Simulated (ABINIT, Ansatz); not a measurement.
# SiSnSe3 (Pm-3m): zone-centre phonons, part 2 of 4

Wanted: the vibrations of SiSnSe3 (Pm-3m) at Γ, by two programs.

ABINIT 10.8.3; DFT LDA, scalar-relativistic, plane waves, HGH norm-conserving pseudopotentials.

So far. Step 3 (Self-consistent run for the response): The cell stands at -1.1 GPa: the relaxation ran with a smoothed and higher cutoff, and the difference is a stress of the finite basis. The relaxed cell has a = 4.789 Å (conventional setting).

The structure was built from a prototype and need not be the compound's stable phase.

### Step 4. Linear response at Γ

At q = 0 one unit cell holds all displacements. The response is solved for single atoms along the cell's directions, and symmetry skips those that follow from others. The crystal is treated as a metal, which screens a static field, so no field response is asked.

Contents of dfpt_gamma.abi:

```

# common to the responses
getwfk_filepath "gso_WFK"
kptopt 2
nqpt 1
qpt 0.0 0.0 0.0
asr 0
chneut 0

# displacements
rfphon 1
rfatpol 1 5
rfdir 1 1 1
tolvrs 1.0d-10
prtwf 0

# basis, mesh and filling
ecut 20.0
ixc 7
ngkpt 6 6 6
nshiftk 1
shiftk 0.0 0.0 0.0
istwfk *1
occopt 7
tsmear 0.01
nband 20
nstep 100
diemac 1000000.0
prtebands 0
prtgsr 0

# cell and atoms
acell 3*1.0 Angstrom
rprim 
    4.789317367 0.0 0.0
    0.0 4.789317367 0.0
    0.0 0.0 4.789317367
ntypat 3
znucl 50 14 34
natom 5
typat 1 2 3 3 3
xred 
    0.0 0.0 0.0
    0.5 0.5 0.5
    0.5 0.5 0.0
    0.5 0.0 0.5
    0.0 0.5 0.5
pp_dirpath "./pseudo"
pseudos "Sn.hgh, Si.hgh, Se.hgh"
```

Run with:

```console
> OMP_NUM_THREADS=1 mpirun -n 4 abinit dfpt_gamma.abi > dfpt_gamma.log
```

Numbers of over 12 decimals in the logs are rounded to 6 here.

dfpt_gamma.abo, the main output file:

```text
[banners, grids, parts of the stress and lines that vanish by symmetry left out]
- input  file    -> dfpt_gamma.abi
- output file    -> dfpt_gamma.abo
- root for input  files -> dfpt_gammai
- root for output files -> dfpt_gammao

 Symmetries : space group Pm -3 m (#221); Bravais cP (primitive cubic)
================================================================================
 Values of the parameters that define the memory need of the present run (RF).
     intxc =       0      iscf =       7    lmnmax =       6     lnmax =       6
     mgfft =      40  mpssoang =       3    mqgrid =    3001     natom =       5
  nloc_mem =       1    nspden =       1   nspinor =       1    nsppol =       1
      nsym =      48    n1xccc =       0    ntypat =       3    occopt =       7
   xclevel =       1
-    mband =          20        mffmem =           1         mkmem =          28
-   mkqmem =          28        mk1mem =          28           mpw =        3190
      nfft =       64000          nkpt =         112
- my_mband =          20
================================================================================
================================================================================

--------------------------------------------------------------------------------
------------- Echo of variables that govern the present computation ------------
--------------------------------------------------------------------------------
-
- outvars: echo of selected default values
-   iomode0 =  0 , fftalg0 =312 , wfoptalg0 =  0
-
- outvars: echo of global parameters not present in the input file
-  max_nthreads =    1
-
 -outvars: echo values of preprocessed input variables
 [... echo left out ...]
================================================================================

 chkinp: Checking input parameters for consistency.

[...]
== DATASET  1 ==================================================================
-   mpi_nproc: 4, omp_nthreads: 1 (-1 if OMP is not activated)

--- !DatasetInfo
iteration_state: {dtset: 1, }
dimensions: {natom: 5, nkpt: 112, mband: 20, nsppol: 1, nspinor: 1, nspden: 1, mpw: 3190, }
cutoff_energies: {ecut:  20.0, pawecutdg:  -1.0, }
electrons: {nelect:   2.60000000E+01, charge:   0.00000000E+00, occopt:   7.00000000E+00, tsmear:   1.00000000E-02, }
meta: {optdriver: 1, rfphon: 1, }
...

 mkfilename: getwfk from: gso_WFK

 Exchange-correlation functional for the present dataset will be:
  LDA: Perdew-Wang 92 LSD fit to Ceperley-Alder data - ixc=7
 Citation for XC functional:
  J.P.Perdew and Y.Wang, PRB 45, 13244 (1992)

 Real(R)+Recip(G) space primitive vectors, cartesian coordinates (Bohr,Bohr^-1):
 R(1)=  9.0504982  0.0000000  0.0000000  G(1)=  0.1104912  0.0000000  0.0000000
 R(2)=  0.0000000  9.0504982  0.0000000  G(2)=  0.0000000  0.1104912  0.0000000
 R(3)=  0.0000000  0.0000000  9.0504982  G(3)=  0.0000000  0.0000000  0.1104912
 Unit cell volume ucvol=  7.4134003E+02 bohr^3
 Angles (23,13,12)=  9.00000000E+01  9.00000000E+01  9.00000000E+01 degrees
 setup1 : take into account q-point for computing boxcut.

 getcut: wavevector=  0.0000  0.0000  0.0000  ngfft=  40  40  40
         ecut(hartree)=     20.000   => boxcut(ratio)=   2.19537

--- Pseudopotential description ------------------------------------------------
- pspini: atom type   1  psp file is ./pseudo/Sn.hgh

- pspini: atom type   2  psp file is ./pseudo/Si.hgh

- pspini: atom type   3  psp file is ./pseudo/Se.hgh

   1.29273723E+03                                ecore*ucvol(ha*bohr**3)
--------------------------------------------------------------------------------

 ==>  initialize data related to q vector <==

 The list of irreducible perturbations for this q vector is:
    1)    idir= 1    ipert=   1
    2)    idir= 1    ipert=   2
    3)    idir= 1    ipert=   3
    4)    idir= 3    ipert=   3

[...]
The perturbation idir=   2  ipert=   1 is
 symmetric of a previously calculated perturbation.
 So, its SCF calculation is not needed.

 The perturbation idir=   3  ipert=   1 is
 symmetric of a previously calculated perturbation.
 So, its SCF calculation is not needed.

 The perturbation idir=   2  ipert=   2 is
 symmetric of a previously calculated perturbation.
 So, its SCF calculation is not needed.

 The perturbation idir=   3  ipert=   2 is
 symmetric of a previously calculated perturbation.
 So, its SCF calculation is not needed.

[...]
The perturbation idir=   2  ipert=   5 is
 symmetric of a previously calculated perturbation.
 So, its SCF calculation is not needed.

 The perturbation idir=   3  ipert=   5 is
 symmetric of a previously calculated perturbation.
 So, its SCF calculation is not needed.

--------------------------------------------------------------------------------
 Perturbation wavevector (in red.coord.)   0.000000  0.000000  0.000000
 Perturbation : displacement of atom   1   along direction   1
 Found     8 symmetries that leave the perturbation invariant.

[...]
dfpt_looppert : total number of electrons, from k and k+q
  fully or partially occupied states are    2.600000E+01 and    2.600000E+01.
 Initialisation of the first-order wave-functions :
  ireadwf=   0

--- !BeginCycle
iteration_state: {dtset: 1, }
solver: {iscf: 7, nstep: 100, nline: 4, wfoptalg: 0, }
tolerances: {tolvrs: 1.00E-10, }
...

     iter   2DEtotal(Ha)        deltaE(Ha) residm    vres2
-ETOT  1   33.431240747683     -5.931E+01 7.493E+00 1.045E+05
 ETOT  2  -1.481595     -3.491E+01 4.571E-01 6.438E+02
 ETOT  3  -1.838973     -3.574E-01 5.059E-02 1.545E+02
 ETOT  4  -1.887622     -4.865E-02 1.288E-02 8.675E-01
 ETOT  5  -1.887879     -2.574E-04 1.046E-03 3.395E-03
[...]
At SCF step   11       vres2   =  2.07E-12 < tolvrs=  1.00E-10 =>converged.
[...]
Mean square residual over all n,k,spin=   93.360E-13; max=  64.250E-10

 Thirteen components of 2nd-order total energy (hartree) are
 1,2,3: 0th-order hamiltonian combined with 1st-order wavefunctions
     kin0=   8.05923823E+01 eigvalue=  -9.18580191E-01  local=  -1.85009633E+01
 4,5,6: 1st-order hamiltonian combined with 1st and 0th-order wfs
 loc psp =  -8.53695651E+01  Hartree=   1.68872053E+01     xc=  -8.86775963E+00
 note that "loc psp" includes a xc core correction that could be resolved
 7,8,9: eventually, occupation + non-local contributions
    edocc=   7.74288995E+00     enl0=   1.76898451E+01   enl1=  -1.03880474E+02
 1-9 gives the relaxation energy (to be shifted if some occ is /=2.0)
   erelax=  -9.46250194E+01
 10,11,12 Non-relaxation  contributions : frozen-wavefunctions and Ewald
 fr.local=   2.66041674E+00 fr.nonlo=   4.93481858E+01  Ewald=   4.07285358E+01
 13,14 Frozen wf xc core corrections (1) and (2)
 frxc 1  =   0.00000000E+00  frxc 2 =   0.00000000E+00
 Resulting in :
 2DEtotal=   -0.1887881126E+01 Ha. Also 2DEtotal=   -0.513718625186E+02 eV
    (2DErelax=   -9.4625019444E+01 Ha. 2DEnonrelax=    9.2737138318E+01 Ha)
    (  non-var. 2DEtotal :   -1.8878810974E+00 Ha)

[...]
Perturbation wavevector (in red.coord.)   0.000000  0.000000  0.000000
 Perturbation : displacement of atom   2   along direction   1
 Found     8 symmetries that leave the perturbation invariant.

[...]
dfpt_looppert : total number of electrons, from k and k+q
  fully or partially occupied states are    2.600000E+01 and    2.600000E+01.
 Initialisation of the first-order wave-functions :
  ireadwf=   0

--- !BeginCycle
iteration_state: {dtset: 1, }
solver: {iscf: 7, nstep: 100, nline: 4, wfoptalg: 0, }
tolerances: {tolvrs: 1.00E-10, }
...

     iter   2DEtotal(Ha)        deltaE(Ha) residm    vres2
-ETOT  1   117.43778261973     -1.709E+01 9.020E-01 2.900E+05
[...]
At SCF step   12       vres2   =  3.45E-13 < tolvrs=  1.00E-10 =>converged.
[...]
Mean square residual over all n,k,spin=   87.498E-15; max=  57.087E-12

 Thirteen components of 2nd-order total energy (hartree) are
 1,2,3: 0th-order hamiltonian combined with 1st-order wavefunctions
     kin0=   1.46575338E+02 eigvalue=  -6.75148564E-03  local=  -1.32872665E+02
 4,5,6: 1st-order hamiltonian combined with 1st and 0th-order wfs
 loc psp =   4.37557368E+01  Hartree=   3.63511108E+01     xc=  -1.13892621E+01
 note that "loc psp" includes a xc core correction that could be resolved
 7,8,9: eventually, occupation + non-local contributions
    edocc=   9.69499432E+00     enl0=   8.42705992E+01   enl1=  -3.09002464E+02
 1-9 gives the relaxation energy (to be shifted if some occ is /=2.0)
   erelax=  -1.32623363E+02
 10,11,12 Non-relaxation  contributions : frozen-wavefunctions and Ewald
 fr.local=  -7.30315371E+01 fr.nonlo=   1.66834992E+02  Ewald=   4.07285358E+01
 13,14 Frozen wf xc core corrections (1) and (2)
 frxc 1  =   0.00000000E+00  frxc 2 =   0.00000000E+00
 Resulting in :
 2DEtotal=    0.1908627247E+01 Ha. Also 2DEtotal=    0.519363932219E+02 eV
    (2DErelax=   -1.3262336350E+02 Ha. 2DEnonrelax=    1.3453199074E+02 Ha)
    (  non-var. 2DEtotal :    1.9086272441E+00 Ha)

[...]
Perturbation wavevector (in red.coord.)   0.000000  0.000000  0.000000
 Perturbation : displacement of atom   3   along direction   1
 Found     4 symmetries that leave the perturbation invariant.

[...]
dfpt_looppert : total number of electrons, from k and k+q
  fully or partially occupied states are    2.600000E+01 and    2.600000E+01.
 Initialisation of the first-order wave-functions :
  ireadwf=   0

--- !BeginCycle
iteration_state: {dtset: 1, }
solver: {iscf: 7, nstep: 100, nline: 4, wfoptalg: 0, }
tolerances: {tolvrs: 1.00E-10, }
...

     iter   2DEtotal(Ha)        deltaE(Ha) residm    vres2
-ETOT  1   264.49842821855     -2.145E+02 1.448E+01 6.889E+05
[...]
At SCF step   11       vres2   =  7.95E-11 < tolvrs=  1.00E-10 =>converged.
[...]
Mean square residual over all n,k,spin=   44.373E-14; max=  16.994E-11

 Thirteen components of 2nd-order total energy (hartree) are
 1,2,3: 0th-order hamiltonian combined with 1st-order wavefunctions
     kin0=   4.74478495E+02 eigvalue=  -5.14683618E+00  local=  -2.71829535E+02
 4,5,6: 1st-order hamiltonian combined with 1st and 0th-order wfs
 loc psp =  -2.34499593E+02  Hartree=   1.22395821E+02     xc=  -4.35027439E+01
 note that "loc psp" includes a xc core correction that could be resolved
 7,8,9: eventually, occupation + non-local contributions
    edocc=   1.84721484E+01     enl0=   1.85256157E+02   enl1=  -7.25747419E+02
 1-9 gives the relaxation energy (to be shifted if some occ is /=2.0)
   erelax=  -4.80123506E+02
 10,11,12 Non-relaxation  contributions : frozen-wavefunctions and Ewald
 fr.local=   1.01488087E+02 fr.nonlo=   3.67596119E+02  Ewald=   9.90707309E+00
 13,14 Frozen wf xc core corrections (1) and (2)
 frxc 1  =   0.00000000E+00  frxc 2 =   0.00000000E+00
 Resulting in :
 2DEtotal=   -0.1132227488E+01 Ha. Also 2DEtotal=   -0.308094794951E+02 eV
    (2DErelax=   -4.8012350640E+02 Ha. 2DEnonrelax=    4.7899127892E+02 Ha)
    (  non-var. 2DEtotal :   -1.1322272829E+00 Ha)

[...]
Perturbation wavevector (in red.coord.)   0.000000  0.000000  0.000000
 Perturbation : displacement of atom   3   along direction   3
 Found     8 symmetries that leave the perturbation invariant.

--------------------------------------------------------------------------------

--------------------------------------------------------------------------------

 dfpt_looppert : total number of electrons, from k and k+q
  fully or partially occupied states are    2.600000E+01 and    2.600000E+01.
 Initialisation of the first-order wave-functions :
  ireadwf=   0

--- !BeginCycle
iteration_state: {dtset: 1, }
solver: {iscf: 7, nstep: 100, nline: 4, wfoptalg: 0, }
tolerances: {tolvrs: 1.00E-10, }
...

     iter   2DEtotal(Ha)        deltaE(Ha) residm    vres2
-ETOT  1   375.97131617721     -1.140E+02 2.291E+00 9.081E+05
[...]
ETOT 11   7.010777      4.661E-12 7.815E-10 1.758E-10
 ETOT 12   7.010777      5.684E-13 4.402E-11 1.257E-12

 At SCF step   12       vres2   =  1.26E-12 < tolvrs=  1.00E-10 =>converged.
[...]
Mean square residual over all n,k,spin=   70.113E-15; max=  44.023E-12

 Thirteen components of 2nd-order total energy (hartree) are
 1,2,3: 0th-order hamiltonian combined with 1st-order wavefunctions
     kin0=   4.52221547E+02 eigvalue=   1.18618925E+00  local=  -2.51990817E+02
 4,5,6: 1st-order hamiltonian combined with 1st and 0th-order wfs
 loc psp =  -2.39110184E+02  Hartree=   1.30971397E+02     xc=  -4.22515058E+01
 note that "loc psp" includes a xc core correction that could be resolved
 7,8,9: eventually, occupation + non-local contributions
    edocc=   3.15874452E+01     enl0=   1.61231316E+02   enl1=  -7.26800960E+02
 1-9 gives the relaxation energy (to be shifted if some occ is /=2.0)
   erelax=  -4.82955572E+02
 10,11,12 Non-relaxation  contributions : frozen-wavefunctions and Ewald
 fr.local=  -1.62552915E+01 fr.nonlo=   3.59419050E+02  Ewald=   1.46802591E+02
 13,14 Frozen wf xc core corrections (1) and (2)
 frxc 1  =   0.00000000E+00  frxc 2 =   0.00000000E+00
 Resulting in :
 2DEtotal=    0.7010777137E+01 Ha. Also 2DEtotal=    0.190772964564E+03 eV
    (2DErelax=   -4.8295557209E+02 Ha. 2DEnonrelax=    4.8996634923E+02 Ha)
    (  non-var. 2DEtotal :    7.0107771447E+00 Ha)

[...]
---- first-order wavefunction calculations are completed ----

 ==> Compute Derivative Database <==

 [... matrices left out ...]
  Phonon wavevector (reduced coordinates) :  0.00000  0.00000  0.00000
 Phonon energies in Hartree :
  -5.267821E-04 -5.267821E-04 -5.267821E-04 -3.158400E-04 -3.158400E-04
  -3.158400E-04 -2.375167E-04 -2.375167E-04 -2.375167E-04  1.457045E-05
   1.457045E-05  1.457045E-05  1.088416E-03  1.088416E-03  1.088416E-03
 Phonon frequencies in cm-1    :
- -1.156153E+02 -1.156153E+02 -1.156153E+02 -6.931886E+01 -6.931886E+01
- -6.931886E+01 -5.212889E+01 -5.212889E+01 -5.212889E+01  3.197845E+00
-  3.197845E+00  3.197845E+00  2.388798E+02  2.388798E+02  2.388798E+02

== END DATASET(S) ==============================================================
================================================================================

 -outvars: echo values of variables after computation
            acell      1.8897261259E+00  1.8897261259E+00  1.8897261259E+00 Bohr
           etotal      7.0107771372E+00
            fcart      0.0000000000E+00  0.0000000000E+00  0.0000000000E+00
           strten      0.0000000000E+00  0.0000000000E+00  0.0000000000E+00
================================================================================
```

It took 1.8 min on 4 MPI ranks of Arm Neoverse V2, shared host.

Read from the output:

| Quantity | Value |
| --- | --- |
| largest acoustic frequency at the zone centre before the sum rule | 3.2 cm⁻¹ |
| highest optical zone-centre mode (no LO-TO term) | 238.9 cm⁻¹ |
| lowest optical zone-centre mode | -115.6 cm⁻¹ |

The acoustic modes at Γ come out as far as 3.2 cm⁻¹ from zero, where they should vanish, a small numerical error. The lowest optical mode is imaginary, 116i cm⁻¹, an instability at this level and on this k mesh.

[end of part 2 of 4]

[Host names and launcher messages were left out of these logs when they were recorded.]

[Logs are printed without paths, hosts, clocks, repeated set-up lines and the standing remarks that a program may print on its own settings, such as how far it seeks lower states.]

[Hosts, paths, dates, database ids (printed as entryN), source tags and the programs' standing remarks are cut or masked in the printed files.]
